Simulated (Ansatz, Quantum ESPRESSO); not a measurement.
**Equation of state of hcp Zr**

How stiff is hcp Zr under hydrostatic load? Each row relaxes cell and atoms at a set pressure. The phase is followed to these pressures whether or not it stays the stable one.

Calculated with Ansatz 0.2.0, PBEsol, PAW files of the set soft_1, cutoff 600 eV, Fermi–Dirac smearing 0.05 eV, k-mesh 16×16×9, no spin polarisation, no spin-orbit coupling.

Reference cell, relaxed at zero pressure with PBEsol (P6_3/mmc): a = 3.1854 Å, b = 3.1854 Å, c = 5.1149 Å, α = 90.00°, β = 90.00°, γ = 120.00°.

```
atom       x       y       z
  Zr  0.3333  0.6667  0.7500
  Zr  0.6667  0.3333  0.2500
```

| V (Å³/atom) | V/V0 | P (GPa) | E − E0 (meV/atom) |
| --- | --- | --- | --- |
| 23.4758 | 1.0446 | −4.008 | 12.9 |
| 21.4405 | 0.9540 | 5.000 | 15.7 |
| 20.5549 | 0.9146 | 9.999 | 56.8 |
| 19.7916 | 0.8807 | 15.001 | 116.1 |
| 17.9766 | 0.7999 | 30.000 | 365.6 |

V0 = 22.4738 Å³ an atom, where the residual pressure P0 is +0.018 GPa. **Question.** Fit the Birch–Murnaghan law and give the pressure and the energy at V = 19.1068 Å³ an atom, a row left out above.

With the Eulerian strain f = ½[(V0/V)^(2/3) − 1] and F = (P − P0)/[3f(1 + 2f)^(5/2)], the third-order law is the line F = B0 + (3/2) B0 (B′ − 4) f.

```
       f  F (GPa)
 0.08025    85.84
 0.04421    91.40
 0.03065    93.54
 0.01594    96.33
−0.01433   100.71
```

A straight line through the 5 rows: the means are 0.03134 for f and 93.564 for F, Σ(Δx)² = 0.004881 and ΣΔxΔy = −0.7746, so the slope is −0.7746/0.004881 = −158.68 and the intercept 93.564 − (−158.68)(0.03134) = 98.538.

Hence B0 = 98.5 GPa and B′ = 4 + (−158.7)/(1.5 × 98.5) = 2.93. For the withheld volume f = 0.05714, F = 89.47 GPa and P = 20.12 GPa. The run itself gives 20.00 GPa, so the estimate misses by 0.12 GPa, more than the largest misfit of the fitted rows (0.02 GPa).

Integrating the same law gives E − E0 = (9/2) B0 V0 f²[1 + (B′ − 4) f] + P0(V0 − V), with 1 GPa Å³ = 6.2415 meV: 191.0 meV an atom. The run itself gives 190.7 meV, so the estimate misses by 0.3 meV; the fitted rows themselves lie up to 1.0 meV off the law.

The same fit over all rows at other levels or in other programs gives B0 = 98 GPa with PBEsol (Quantum ESPRESSO, GBRV).

Measured bulk modulus: 101.577 GPa (arxiv:2301.10475), against 99 GPa here (−3 %).

The calculation is for a static lattice, while measurements hold thermal and zero-point motion.

[Logs are printed without paths, hosts, clocks, repeated set-up lines and the standing remarks that a program may print on its own settings, such as how far it seeks lower states.]
